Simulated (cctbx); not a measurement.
**Occupancies in SrGd2In2S6O**

Cell a = 6.6960 Å, b = 6.6960 Å, c = 23.3620 Å, α = 90.00°, β = 90.00°, γ = 90.00°; space group P4_2/mnm (no. 136); nominal formula SrGd2In2S6O.

The data are simulated with cctbx, not measured: synchrotron X-rays, λ = 0.7749 Å, to d = 0.6 Å, 70 % of the full sphere, strongest reflection 40000 counts, noise from counting, a 1.5 % proportional error and a noise floor of 8 counts (s.d.); no absorption.

With every site full:

```text
Rint 0.032, 1413 unique reflections to 0.60 A
cycle     R1     wR2    GooF  max shift (A)
   1  0.1958  0.3926  18.290   0.00816
   2  0.0257  0.0545   2.537   0.00023
final R1 0.0257 wR2 0.0545 GooF 2.537  parameters 39  data/parameter 36.2
atom        x        y        z      Ueq    occ   su(xyz)  su(Uiso or U11)
Gd1    0.27053  0.27053  0.81269   0.0071  1.000  0.00003  0.0001
In2    0.25423  0.25423  0.60438   0.0032  1.000  0.00003  0.0001
Sr1    0.76199  0.23801  0.50000   0.0046  1.000  0.00009  0.0002
S1     0.71078  0.71078  0.50000   0.0074  1.000  0.00021  0.0004
S2     0.50000  0.00000  0.11357   0.0076  1.000  0.00006  0.0005
S3     0.18171  0.18171  0.70365   0.0057  1.000  0.00014  0.0003
S4     0.00000  0.00000  0.86960   0.0061  1.000  0.00008  0.0004
O1     0.00000  0.00000  0.58944   0.0084  1.000  0.00028  0.0014
difference map: max 5.68 min -2.61 rms 0.44
Q1    0.2412  0.2412  0.3869    8    5.79  0.24 A from In2
Q2    0.0000  0.0000  0.0605    4    1.65  1.63 A from S4
Q3    0.2467  0.2467  0.0000    4    1.35  0.14 A from Sr1
Q4    0.0000  0.0000  0.2207    4    1.35  2.11 A from S4
Q5    0.0902  0.0902  0.2266    8    1.14  1.85 A from S3
Q6    0.2045  0.2045  0.2129    8    1.11  0.87 A from Gd1
```

With the occupancies of the suspect sites free, each still typed as its main element:

```text
Rint 0.032, 1413 unique reflections to 0.60 A
cycle     R1     wR2    GooF  max shift (A)
   1  0.0998  0.2179  10.156   0.00031
  20  0.0142  0.0244   1.138   0.00007
final R1 0.0140 wR2 0.0240 GooF 1.119  parameters 41  data/parameter 34.5
atom        x        y        z      Ueq    occ   su(xyz)  su(Uiso or U11)
Gd1    0.27048  0.27048  0.81270   0.0064  0.961  0.00001  0.0000
In2    0.25421  0.25421  0.60439   0.0048  1.039  0.00001  0.0000
Sr1    0.76192  0.23808  0.50000   0.0051  1.000  0.00004  0.0001
S1     0.71090  0.71090  0.50000   0.0079  1.000  0.00009  0.0002
S2     0.50000  0.00000  0.11360   0.0082  1.000  0.00003  0.0002
S3     0.18166  0.18166  0.70368   0.0064  1.000  0.00006  0.0001
S4     0.00000  0.00000  0.86960   0.0068  1.000  0.00004  0.0002
O1     0.00000  0.00000  0.58959   0.0091  1.000  0.00012  0.0006
su of occupancy Gd1: 0.002
su of occupancy In2: 0.002
difference map: max 1.60 min -1.67 rms 0.28
Q1    0.0000  0.0000  0.0608    4    1.63  1.63 A from S4
Q2    0.2376  0.2376  0.3837    8    1.49  0.32 A from In2
Q3    0.0960  0.0960  0.2277    8    1.16  1.80 A from S3
Q4    0.0393  0.0393  0.4671    8    1.13  1.38 A from O1
Q5    0.0000  0.0000  0.2229    4    1.06  2.16 A from S4
Q6    0.0435  0.9565  0.4194    8    1.05  0.46 A from O1
```

**Question.** What is the disorder?

X-rays count electrons. Gd1 refines to 0.961(0.002), or 61.5 electrons; the site truly holds 0.85 Gd and 0.15 In, 61.8 electrons, which is 0.965 of Gd; In2 refines to 1.039(0.002), or 50.9 electrons; the site truly holds 0.85 In and 0.15 Gd, 51.2 electrons, which is 1.046 of In. A value under 1 can't tell vacancies from a lighter guest, and one over 1 needs a heavier guest; chemistry or a second radiation must settle which. Occupancy correlates with U and the scale, and the two elements' form factors differ in shape, so the match is approximate.

Freeing them takes R1 from 0.0257 to 0.0140 and GooF from 2.54 to 1.12.

The model was made for the exercise: a known structure type with other elements put in, its volume estimated, not relaxed; displacement parameters are assumed.

[Middle refinement cycles are left out of these outputs.]

[Logs are printed without paths, hosts, clocks, repeated set-up lines and the standing remarks that a program may print on its own settings, such as how far it seeks lower states.]
